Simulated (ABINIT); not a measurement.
**InF3 (R-3c): RPA correlation energy against the basis**

Aim: the RPA correlation energy of InF3 (R-3c) as bands and response cutoff rise.

Program: ABINIT 10.8.3. Level of theory: LDA and many-body steps on it, plane waves. Values are calculated unless marked as measured.

The raw output is cut from this account; settings, times and results stay.

## Step 1: Set-up

The structure is trigonal, space group R-3c (No. 167). Conventional cell: a = 5.204 Å, b = 5.204 Å, c = 14.723 Å, α = 90.00°, β = 90.00°, γ = 120.00°. In has 6 F at 2.08 Å nearest. F has 2 In at 2.08 Å nearest. Farther neighbours, and contacts between anions beyond the nearest, are not listed.

The cell and positions are those that the Materials Project relaxed with its own functionals (PBE, PBE+U or r2SCAN), kept fixed.

## Step 2: Empty states on the mesh, 2×2×2 mesh, 413 bands

This step: ABINIT 10.8.3; DFT, LDA, plane waves, norm-conserving pseudopotentials.

The sums over transitions need many empty states on a uniform mesh; this step solves for them.

Contents of run.abi:

```
acell 3*1.0 Angstrom
rprim 
  2.602141182914 1.502346912402 4.907506134507
  -2.602141182914 1.502346912402 4.907506134507
  0.000000000000 -3.004693824873 4.907506134486
ntypat 2
znucl 49 9
natom 8
typat 1 1 2 2 2 2 2 2
xred 
  0.500000000000 0.500000000000 0.500000000000
  -0.000000000000 0.000000000000 0.000000000000
  0.395709220000 0.750000000000 0.104290780000
  0.750000000000 0.104290780000 0.395709220000
  0.895709220000 0.604290780000 0.250000000000
  0.250000000000 0.895709220000 0.604290780000
  0.604290780000 0.250000000000 0.895709220000
  0.104290780000 0.395709220000 0.750000000000
pp_dirpath "pseudos"
pseudos "In.upf, F.upf"
ecut 36
ngkpt 2 2 2
nshiftk 1
shiftk 0 0 0
kptopt 1
chksymbreak 0
iscf -2
irdden 1
istwfk *1
nband 413
nbdbuf 36
tolwfr 1e-09
nstep 60
prtvol 0
indata_prefix "in"
outdata_prefix "out"
tmpdata_prefix "tmp"
```

Launch:

```bash
OMP_NUM_THREADS=1 mpirun -n 4 abinit run.abi > log
```

Wall time 3.3 min (4 MPI ranks of Arm Neoverse V2, shared host); peak memory 0.64 GiB; 13 min of CPU time.

Numbers from this step:

```yaml
gap: 3.997 eV
k_of_the_valence_top: 0.5, 0.5, 0
k_of_the_conduction_bottom: 0, 0, 0
least_direct_gap: 4.029 eV
k_points_computed: 4
lowest_point_of_the_top_converged_band_above_the_valence_top: 116.0288 eV
```

On this mesh the gap is 3.997 eV.

The density comes from a self-consistent run that is not shown.

## Step 3: RPA energy: 2×2×2 mesh, 90 bands, screening to 43.5 eV

The RPA dielectric matrix is built and inverted for each q.

This step: RPA screening on LDA, plane waves, norm-conserving pseudopotentials.

Edit run.abi of step 2 so:

```diff
@@ -26,10 +26,15 @@
 chksymbreak 0
-iscf -2
-irdden 1
 istwfk *1
-nband 413
-nbdbuf 36
-tolwfr 1e-09
-nstep 60
-prtvol 0
+occopt 1
+irdwfk 1
+optdriver 3
+nband 90
+ecuteps 1.6
+inclvkb 2
+awtr 1
+symchi 1
+gwcalctyp 1
+nfreqre 0
+nfreqim 8
+gwrpacorr 1
 indata_prefix "in"
```

The job ended after 18 s (4 MPI ranks; peak memory 1.2 GiB).

Numbers from this step:

```yaml
eps_infinity_with_local_fields_on_this_mesh: 2.449
eps_infinity_without_local_fields_on_this_mesh: 2.525
plasma_frequency: 28.54 eV
plane_waves_in_the_screening_matrix: 71
rpa_correlation_energy: -13.46 eV
```

Local fields lower ε∞ by 3 %. On a Γ-centred mesh this coarse the value itself is usually too large, while a short band sum pulls it down.

## Step 4: RPA energy: 2×2×2 mesh, 155 bands, screening to 70.7 eV

Edit run.abi of step 3 so:

```diff
@@ -30,4 +30,4 @@
 optdriver 3
-nband 90
-ecuteps 1.6
+nband 155
+ecuteps 2.6
 inclvkb 2
```

The job ended after 44 s (4 MPI ranks; peak memory 1.7 GiB).

This step gave:

```yaml
eps_infinity_with_local_fields_on_this_mesh: 2.490
eps_infinity_without_local_fields_on_this_mesh: 2.614
plasma_frequency: 28.54 eV
plane_waves_in_the_screening_matrix: 157
rpa_correlation_energy: -29.60 eV
```

## Step 5: RPA energy: 2×2×2 mesh, 257 bands, screening to 108.8 eV

Edit run.abi of step 4 so:

```diff
@@ -30,4 +30,4 @@
 optdriver 3
-nband 155
-ecuteps 2.6
+nband 257
+ecuteps 4
 inclvkb 2
```

Elapsed: 95 s, on 4 MPI ranks; peak memory 2.2 GiB; 6.3 min of CPU time.

This step gave:

```yaml
eps_infinity_with_local_fields_on_this_mesh: 2.481
eps_infinity_without_local_fields_on_this_mesh: 2.644
plasma_frequency: 28.54 eV
plane_waves_in_the_screening_matrix: 297
rpa_correlation_energy: -48.35 eV
```

## Step 6: RPA energy: 2×2×2 mesh, 377 bands, screening to 144.2 eV

Edit run.abi of step 5 so:

```diff
@@ -30,4 +30,4 @@
 optdriver 3
-nband 257
-ecuteps 4
+nband 377
+ecuteps 5.3
 inclvkb 2
```

It took 4 min on 4 MPI ranks; peak memory 4.1 GiB.

Numbers from this step:

| Property | Result |
| --- | --- |
| ε∞ with local fields, on this mesh | 2.476 |
| ε∞ without local fields, on this mesh | 2.654 |
| plasma frequency | 28.54 eV |
| plane waves in the screening matrix | 459 |
| RPA correlation energy | -64.0649 eV |

## Step 7: RPA energy: 2×2×2 mesh, 155 bands, screening to 136.1 eV, 2 frequencies

Edit run.abi of step 6 so:

```diff
@@ -30,4 +30,4 @@
 optdriver 3
-nband 377
-ecuteps 5.3
+nband 155
+ecuteps 5
 inclvkb 2
@@ -37,3 +37,3 @@
 nfreqre 0
-nfreqim 8
+nfreqim 2
 gwrpacorr 1
```

Run time: 66 s. Hardware: 4 MPI ranks; peak memory 2.5 GiB.

Numbers from this step:

```yaml
eps_infinity_with_local_fields_on_this_mesh: 2.464
eps_infinity_without_local_fields_on_this_mesh: 2.614
plasma_frequency: 28.54 eV
plane_waves_in_the_screening_matrix: 417
rpa_correlation_energy: -35.92 eV
```

## Step 8: The rungs together

Times are wall times on 4 MPI ranks of Arm Neoverse V2, shared host, good to a factor of about two.

```csv
bands,cutoff (eV),plane waves,frequencies,E_c (eV/atom),time
90,43.5,71,8,-1.682,18 s
155,70.7,157,8,-3.699,44 s
257,108.8,297,8,-6.044,95 s
377,144.2,459,8,-8.008,4 min
155,136.1,417,2,-4.490,66 s
```

## Step 9: Outcome

```
2×2×2 mesh, 90 bands, screening to 43.5 eV   : -1.682 eV/atom
2×2×2 mesh, 155 bands, screening to 70.7 eV  : -3.699 eV/atom
2×2×2 mesh, 257 bands, screening to 108.8 eV : -6.044 eV/atom
2×2×2 mesh, 377 bands, screening to 144.2 eV : -8.008 eV/atom
limit by the two highest rungs               : -11.74 eV/atom
```

In words: Rows off the diagonal of bands and cutoff are checks and stay out of the ladder. The energy is still falling: −1.964 eV/atom over the last rung. A line in cutoff^(−3/2) puts the limit near -11.74 eV/atom, 47 % beyond the top rung; the pair below gives -8.62, so the estimate is rough. The value holds the valence electrons of these pseudopotentials alone, on one mesh; differences between structures converge far faster than the total.

[Long decimals in the printed logs are rounded to 6 places.]

[Logs are printed without paths, hosts, clocks, repeated set-up lines and the standing remarks that a program may print on its own settings, such as how far it seeks lower states.]

[Paths, hosts, dates, memory and timing lines, banners, echoed tables and standing remarks are left out of the program output; an Ansatz launch command may be rebuilt from the run's recorded settings. Measured values are a selection of at most five: reports struck by readers or far from the other reports are left out. None is set beside runs whose start may be inverted or whose files or cutoffs have a known fault.]

[Runs of the session that timed out or met a known fault of the program may be left out.]

[Hosts, paths, dates, database ids (printed as entryN), source tags and the programs' standing remarks are cut or masked in the printed files.]

[G0W0 gaps are taken among the corrected bands and points alone; a level outside them can change the order at an edge.]

[Where Ansatz stands beside ABINIT at settings called matched, ABINIT's density can come from a denser mesh and the files from another edition; pairs whose starting gaps differed by over 0.03 eV were left out, so agreement reads better than it is.]
